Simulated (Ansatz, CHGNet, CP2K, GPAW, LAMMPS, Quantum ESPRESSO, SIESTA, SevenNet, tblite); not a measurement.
# Running liquid Si0.5Ge0.5 at 2500 K (104 atoms) with CP2K, part 3 of 3

Aim: run liquid Si0.5Ge0.5 at 2500 K (104 atoms) in CP2K and see how near its forces come to a plane-wave reference, and at what cost.

Program: CP2K 2026.2; the method stands at each step. Banners, paths, timers and routine set-up lines are dropped from the logs unmarked, and long logs keep their key lines alone; longer cuts are marked.

So far. Step 6 (PBE, DZVP-MOLOPT-SR, 489/50 Ry, diagonalisation): Against the first run (4.1 %), the force difference from the reference is 4.1 %, at 1.4 times the CPU time (on 4 against 2 cores): the change moves forces by 0.032 meV/Å r.m.s., so most of the difference comes from elsewhere.

## Step 8: A run with a doubtful setting

Level of this step: Kohn-Sham DFT, PBE, GTH-PBE pseudopotentials, Gaussian and plane waves, DZVP-MOLOPT-SR-GTH, diagonalisation (CP2K).

File input.inp:

```
&GLOBAL
  PROJECT cell
  RUN_TYPE ENERGY_FORCE
  PRINT_LEVEL LOW
&END GLOBAL
&FORCE_EVAL
  METHOD QS
  STRESS_TENSOR ANALYTICAL
  &DFT
    BASIS_SET_FILE_NAME BASIS_MOLOPT
    POTENTIAL_FILE_NAME GTH_POTENTIALS
    &MGRID
      CUTOFF 350
      REL_CUTOFF 50
    &END MGRID
    &QS
      EPS_DEFAULT 1.0E-12
    &END QS
    &SCF
      SCF_GUESS ATOMIC
      EPS_SCF 1.0E-06
      MAX_SCF 50
      &DIAGONALIZATION
        ALGORITHM STANDARD
      &END DIAGONALIZATION
      &SMEAR ON
        METHOD FERMI_DIRAC
        ELECTRONIC_TEMPERATURE [K] 580
      &END SMEAR
      &MIXING
        METHOD BROYDEN_MIXING
        ALPHA 0.15
        NBROYDEN 8
      &END MIXING
      &PRINT
        &RESTART OFF
        &END RESTART
      &END PRINT
    &END SCF
    &XC
      &XC_FUNCTIONAL PBE
      &END XC_FUNCTIONAL
    &END XC
    &PRINT
      &MULLIKEN ON
      &END MULLIKEN
      &LOWDIN ON
      &END LOWDIN
      &MO ON
        EIGENVALUES T
        OCCUPATION_NUMBERS T
        MO_INDEX_RANGE 197 208
        &EACH
          QS_SCF 0
        &END EACH
        ADD_LAST NUMERIC
      &END MO
    &END PRINT
  &END DFT
  &SUBSYS
    &CELL
      A 13.17580 0.00000 0.00000
      B 0.00000 13.17580 0.00000
      C 0.00000 0.00000 13.17580
    &END CELL
    &COORD
[... 104 atom lines left out: the same atoms as in the first run ...]
    &END COORD
    &KIND Si
      BASIS_SET DZVP-MOLOPT-SR-GTH-q4
      POTENTIAL GTH-PBE-q4
    &END KIND
    &KIND Ge
      BASIS_SET DZVP-MOLOPT-SR-GTH-q4
      POTENTIAL GTH-PBE-q4
    &END KIND
  &END SUBSYS
  &PRINT
    &FORCES ON
    &END FORCES
    &STRESS_TENSOR ON
    &END STRESS_TENSOR
  &END PRINT
&END FORCE_EVAL
```

Launch:

```sh
$ OMP_NUM_THREADS=2 cp2k.psmp -i input.inp > output.txt
```

Numbers of over 12 decimals in the logs are rounded to 6 here.

The program printed:

```text
CP2K| version string:                                       CP2K version 2026.2
 CP2K| Input file name                                                 input.inp
 GLOBAL| Basis set file name                                        BASIS_MOLOPT
 GLOBAL| Potential file name                                      GTH_POTENTIALS
 GLOBAL| Run type                                                   ENERGY_FORCE
 GLOBAL| Total number of message passing processes                             1
 GLOBAL| Number of threads for this process                                    2
 *   ___                                                                       *
 *  /   \                                                                      *
 * [ABORT]                                                                     *
 *  \___/             Extra MOs (ADDED_MOS) are required for smearing          *
 *    |                                                                        *
 *  O/|                                                                        *
 * /| |                                                                        *
```

The job ended after 0.68 s (2 threads of Arm Neoverse V2, shared host; peak memory 0.15 GiB).

The program stopped at the start. The fault in the input: smearing without added orbitals (added orbitals 0).

## Step 9: Side by side

Differences are against the plane-wave reference, forces as r.m.s. over components; share is that over the reference's r.m.s. force, slope the least-squares factor from reference forces to these. Total energies of different programs have different zeros and aren't compared.

```
                                                                  run  Δ force, r.m.s. (meV/Å)  share (%)  slope  Δ pressure (GPa)  cores  CPU time  memory (GiB)
                                                            reference                        -          -      -                 -      4    36 min           6.7
                 CP2K PBE, DZVP-MOLOPT-SR, 350/50 Ry, diagonalisation                     40.7       4.14  1.011             0.635      2   3.7 min           2.5
         CP2K PBE, SZV-MOLOPT-SR, 350/50 Ry, diagonalisation (coarse)                      603       61.3  1.283              5.11      1   2.2 min           2.3
        CP2K PBE, DZVP-MOLOPT-SR, 350/20 Ry, diagonalisation (coarse)                     41.1       4.18  1.010             0.663      2   2.5 min           2.5
          CP2K PBE+rVV10L, DZVP-MOLOPT-SR, 350/50 Ry, diagonalisation                     49.4       5.02  1.017             0.313      2   7.5 min           4.8
                 CP2K PBE, DZVP-MOLOPT-SR, 489/50 Ry, diagonalisation                     40.7       4.14  1.011             0.635      4   5.2 min           5.9
CP2K RPBE, PBE potentials, DZVP-MOLOPT-SR, 350/50 Ry, diagonalisation                     40.8       4.15  1.004              1.04      2   3.8 min           2.5
```

Rows marked coarse were listed beforehand as settings not expected to be converged; some can still land near the reference.

CPU time is summed over cores on a shared host, where runs went side by side, so it is rough. Symmetry, cutoffs, thresholds, outputs and thread counts weren't matched or tuned between programs; memory under MPI is the largest rank's times the ranks.

Mean charges by element (e), by run and scheme:

```
                                                                  run    scheme     Si     Ge
                 CP2K PBE, DZVP-MOLOPT-SR, 350/50 Ry, diagonalisation  Mulliken  -0.17  +0.17
          CP2K PBE+rVV10L, DZVP-MOLOPT-SR, 350/50 Ry, diagonalisation  Mulliken  -0.17  +0.17
                 CP2K PBE, DZVP-MOLOPT-SR, 489/50 Ry, diagonalisation  Mulliken  -0.17  +0.17
CP2K RPBE, PBE potentials, DZVP-MOLOPT-SR, 350/50 Ry, diagonalisation  Mulliken  -0.17  +0.17
```

Within one program, basis, potentials and functional, energies share a zero. Each run against its twin at the usual cutoff or grid and solver:

```
                                                 run                                        twin  Δ energy (meV/atom)  Δ force, r.m.s. (meV/Å)        CPU time over the twin's
CP2K PBE, DZVP-MOLOPT-SR, 350/20 Ry, diagonalisation  DZVP-MOLOPT-SR, 350/50 Ry, diagonalisation               -0.814                     8.04                            0.68
CP2K PBE, DZVP-MOLOPT-SR, 489/50 Ry, diagonalisation  DZVP-MOLOPT-SR, 350/50 Ry, diagonalisation              -4.0e-4                    0.032  1.4 (this twin ran on 2 cores)
```

Further runs of this program without a result: CP2K GFN1-xTB, diagonalisation (not converged).

## Step 10: Results

```yaml
nearest_in_forces: a tie at 4.1 % of 3 runs: CP2K PBE, DZVP-MOLOPT-SR, 350/50 Ry, diagonalisation; CP2K PBE, DZVP-MOLOPT-SR, 489/50 Ry, diagonalisation; CP2K RPBE, PBE potentials, DZVP-MOLOPT-SR, 350/50 Ry, diagonalisation
```

The PBE runs in local orbitals, coarse settings apart, differ by 4.1 % in each run; basis, grid and potentials can all enter. Rows with another functional or a dispersion term differ by 4.1 % (CP2K RPBE, PBE potentials, DZVP-MOLOPT-SR, 350/50 Ry, diagonalisation) to 5.0 % (CP2K PBE+rVV10L, DZVP-MOLOPT-SR, 350/50 Ry, diagonalisation), which mixes the change of model with differences of basis and potentials, some of them made for another functional. Runs with settings chosen to be coarse differ by 4.2 % (CP2K PBE, DZVP-MOLOPT-SR, 350/20 Ry, diagonalisation) to 61 % (CP2K PBE, SZV-MOLOPT-SR, 350/50 Ry, diagonalisation), their programs' other errors included. Of the electronic-structure runs that take under half the reference's CPU time, CP2K PBE, DZVP-MOLOPT-SR, 350/50 Ry, diagonalisation is among the nearest, at 4.1 % in 3.7 min against 36 min. In pressure, CP2K PBE, SZV-MOLOPT-SR, 350/50 Ry, diagonalisation misses by +5.1 GPa, at the same functional. The mean charges agree among these rows within 0.01 e. The potentials hold different valence shells: 936 electrons in the reference, 416 in CP2K with SZV-MOLOPT-SR; this bears on time and differences. The reference's pressure holds the uncorrected Pulay stress of its 45 Ry basis, so small pressure differences, and their order, may be the reference's own error. The frame stands for 2500 K, but pressures are static and levels are smeared at 580 K, under the temperature of the frame, which matters where levels are partly filled. The network of bonds at the start is that of the classical potential that made the cell, and needn't be the one that DFT or experiment would give. The electronic-structure runs sample only Γ, in a cell whose shortest periodic width is 13 Å, which is coarse for a cell with partly filled levels.

[Also dropped from logs without a mark: logging warnings of Python, and SIESTA's first energy breakdown and zero terms.]

[Logs are printed without paths, hosts, clocks, repeated set-up lines and the standing remarks that a program may print on its own settings, such as how far it seeks lower states.]

[Hosts, paths, dates, database ids (printed as entryN), source tags and the programs' standing remarks are cut or masked in the printed files.]
